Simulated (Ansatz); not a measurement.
# What In2S (model cell, started as cuprite) distorts into, part 3 of 3

Wanted: the energy along a soft mode of In2S (model cell, started as cuprite) and the structure at the end.

Ansatz 0.2.0; DFT PBEsol, scalar-relativistic, plane waves, PAW.

So far. Step 4 (The mode frozen in, largest atomic shift 0.45 Å): The run ends at a pressure of -1.01 GPa, with forces up to 0.55 eV/Å. Step 5 (Energy along the mode, all amplitudes (two of the runs …): The lowest of the steps tried is at 0.45 Å, 60.5 meV/atom below the parent; the bottom of the well need not coincide with a step.

The structure was built from a prototype and need not be the compound's stable phase.

### Step 6. Relaxing from the distorted cell (continued)

Valence density in the ab plane at fractional z = 0.000, with atoms of S and In within 0.2 Å of it. It is the smooth field of the valence electrons, not physical close to the nuclei.

Ten steps, logarithmic in the rise over the least value, from '_' (0 e/Å³) to '@' (11 e/Å³), each cell a mean:
```
--++==::..____________::==++--
++==--..______________..--==++
----....____________..::::----
....____________..::--==--::::
..______________::==**####==::
..____________..--**@@@@@@**--
..____________..::++%%@@%%++::
______________..::--++**++--..
__________....::::::::::::..__
________..::--====--::....____
________::--++====++--::______
______..::==++----++==::..____
____....::--====++==--::______
__......::::--====--::..______
........::::::::::::..........
..................::--==--::..
................::==######==::
................--**@@@@@@**--
................--++%%@@%%++::
................::--++**++--::
....................::::::::..
--::::::......______......::--
====--::....__________..::====
==++==::..____________::--++==
```
Columns run along a (5.4 Å), rows up along b (10.5 Å). Atoms in or near the plane, at fractional coordinates: S at (0.98, 0.98), S at (0.52, 0.52), In at (0.75, 0.75), In at (0.75, 0.25).

Electrostatic potential energy in the ab plane at fractional z = 0.000, with atoms of S and In within 0.2 Å of it. With pseudopotentials it is smooth inside the atoms' cores, unlike the true potential.

Ten even steps from '_' (-36 eV) to '@' (11 eV), each cell a mean:
```
::..**@@@@@@@@@@@@@@@@@@##..::
::++%%@@@@@@@@@@@@@@@@@@%%++::
%%%%@@@@@@@@@@@@@@@@@@@@%%%%##
@@@@@@@@@@@@@@@@@@%%******%%@@
@@@@@@@@@@@@@@@@%%==..__..==%%
@@@@@@@@@@@@@@@@##::______::##
@@@@@@@@@@@@@@@@##--______::##
@@@@@@@@@@@@@@@@%%**==::--**%%
@@@@@@@@@@@@@@@@%%%%%%##%%%%@@
@@@@@@@@@@@@##++++##%%@@@@@@@@
@@@@@@@@@@##::....::##@@@@@@@@
@@@@@@@@@@**..::::..**@@@@@@@@
@@@@@@@@@@##--....==%%@@@@@@@@
@@@@@@@@@@%%%%**##%%@@@@@@@@@@
@@@@@@@@@@@@@@@@@@@@@@@@@@@@@@
@@@@@@@@@@@@@@@@@@%%******%%@@
@@@@@@@@@@@@@@@@%%++..__..==%%
@@@@@@@@@@@@@@@@##::______::##
@@@@@@@@@@@@@@@@##--______--##
@@@@@@@@@@@@@@@@%%**==::--**%%
@@@@@@@@@@@@@@@@@@@@%%%%%%%%@@
%%%%@@@@@@@@@@@@@@@@@@@@@@@@%%
==**%%@@@@@@@@@@@@@@@@@@@@##==
..::##@@@@@@@@@@@@@@@@@@##::..
```
Columns run along a (5.4 Å; values clipped at the 3rd and 97th percentile), rows up along b (10.5 Å). Atoms in or near the plane, at fractional coordinates: S at (0.98, 0.98), S at (0.52, 0.52), In at (0.75, 0.75), In at (0.75, 0.25).

ELF in the ab plane at fractional z = 0.000, with atoms of S and In within 0.2 Å of it. It is the smooth field of the valence electrons, not physical close to the nuclei.

Values, 24 rows by 15 columns, each cell a mean:
```
0.18 0.70 0.82 0.65 0.33 0.12 0.04 0.02 0.02 0.08 0.35 0.70 0.86 0.76 0.20
0.78 0.87 0.84 0.67 0.34 0.09 0.02 0.01 0.04 0.09 0.20 0.46 0.73 0.83 0.76
0.81 0.80 0.73 0.54 0.23 0.04 0.02 0.05 0.13 0.18 0.19 0.23 0.37 0.59 0.74
0.40 0.43 0.39 0.24 0.07 0.02 0.04 0.16 0.25 0.25 0.27 0.26 0.24 0.24 0.31
0.18 0.13 0.09 0.05 0.01 0.02 0.10 0.25 0.26 0.30 0.21 0.14 0.20 0.27 0.22
0.23 0.12 0.04 0.01 0.01 0.03 0.13 0.25 0.27 0.25 0.05 0.00 0.04 0.25 0.27
0.26 0.14 0.03 0.01 0.02 0.05 0.11 0.20 0.25 0.27 0.10 0.03 0.09 0.28 0.27
0.22 0.08 0.02 0.03 0.10 0.19 0.22 0.22 0.22 0.24 0.25 0.24 0.27 0.28 0.26
0.11 0.03 0.02 0.12 0.37 0.57 0.63 0.61 0.50 0.35 0.24 0.22 0.23 0.24 0.21
0.02 0.01 0.06 0.28 0.61 0.80 0.86 0.86 0.84 0.77 0.56 0.31 0.18 0.12 0.07
0.01 0.03 0.10 0.34 0.66 0.84 0.82 0.53 0.51 0.80 0.83 0.62 0.28 0.08 0.02
0.03 0.06 0.13 0.29 0.59 0.79 0.66 0.10 0.16 0.75 0.88 0.75 0.38 0.08 0.02
0.10 0.15 0.18 0.25 0.43 0.66 0.71 0.53 0.64 0.87 0.86 0.66 0.27 0.06 0.05
0.23 0.27 0.26 0.26 0.30 0.43 0.59 0.71 0.78 0.77 0.61 0.33 0.14 0.10 0.14
0.35 0.37 0.33 0.29 0.25 0.24 0.28 0.36 0.39 0.32 0.22 0.18 0.20 0.24 0.29
0.38 0.39 0.35 0.30 0.23 0.17 0.14 0.14 0.17 0.19 0.23 0.26 0.26 0.28 0.34
0.34 0.32 0.29 0.24 0.19 0.13 0.11 0.15 0.21 0.27 0.20 0.14 0.20 0.28 0.28
0.26 0.20 0.17 0.15 0.14 0.13 0.15 0.22 0.26 0.24 0.05 0.00 0.04 0.23 0.26
0.19 0.12 0.12 0.15 0.19 0.21 0.25 0.30 0.27 0.26 0.09 0.02 0.08 0.26 0.24
0.13 0.11 0.15 0.21 0.27 0.33 0.36 0.37 0.31 0.28 0.27 0.25 0.27 0.24 0.18
0.20 0.18 0.20 0.24 0.30 0.35 0.39 0.38 0.33 0.28 0.24 0.21 0.19 0.20 0.22
0.55 0.42 0.31 0.27 0.27 0.30 0.33 0.30 0.23 0.17 0.15 0.20 0.35 0.53 0.60
0.72 0.69 0.54 0.35 0.25 0.23 0.22 0.17 0.09 0.07 0.17 0.47 0.76 0.86 0.81
0.26 0.66 0.73 0.52 0.27 0.16 0.11 0.06 0.03 0.07 0.33 0.72 0.88 0.83 0.40
```
Columns run along a (5.4 Å), rows up along b (10.5 Å). Atoms in or near the plane, at fractional coordinates: S at (0.98, 0.98), S at (0.52, 0.52), In at (0.75, 0.75), In at (0.75, 0.25).

The distorted start has space group Pccm; the relaxation ends in Pccm.

### Step 7. Outcome

```yaml
unstable_mode_of_the_parent: q = (0, -0.5, -0.5), 226i cm⁻¹
depth_at_the_lowest_point_sampled: 60.5 meV/atom
largest_atomic_shift_at_that_point: 0.45 Å
space_group_reached_within_0p01_a: Pccm
energy_gained_over_the_parent_first_relaxation_on_the_mesh_of_the_frozen_mode: 532 meV/atom
volume_per_atom_phase_reached: 29.8 Å³
```

In words: From this start the structure relaxes into Pccm, 532 meV/atom below the parent. At the parent's cell the well is 60.54 meV/atom deep on the steps tried, with its lowest point at a shift of 0.45 Å. Relaxing atoms and cell changes the gain by +471.93 meV/atom against the lowest step (energies at zero smearing). Most of the total comes from this relaxation. The frozen pattern makes up only 10 % of the final shifts of the atoms, so other modes or strain give most of the change. The modes of the phase reached were not computed on this path. Of the 5 patterns followed to their end from this parent, this one ends 154 meV/atom above the lowest, Pmma. Each path keeps the symmetry of its pattern, so a lower phase may lie along a pattern not tried. With no gap, or one that is small against the smearing, the frequencies hang on the k mesh and the smearing, most of all near Kohn anomalies. The volume moved by more than a tenth on the k mesh of the start, so the energy gain is rough. The starting cell was built on a prototype and not taken from a measurement, so the phase need not exist.

[Logs are printed without paths, hosts, clocks, repeated set-up lines and the standing remarks that a program may print on its own settings, such as how far it seeks lower states.]

[Hosts, paths, dates, database ids (printed as entryN), source tags and the programs' standing remarks are cut or masked in the printed files.]
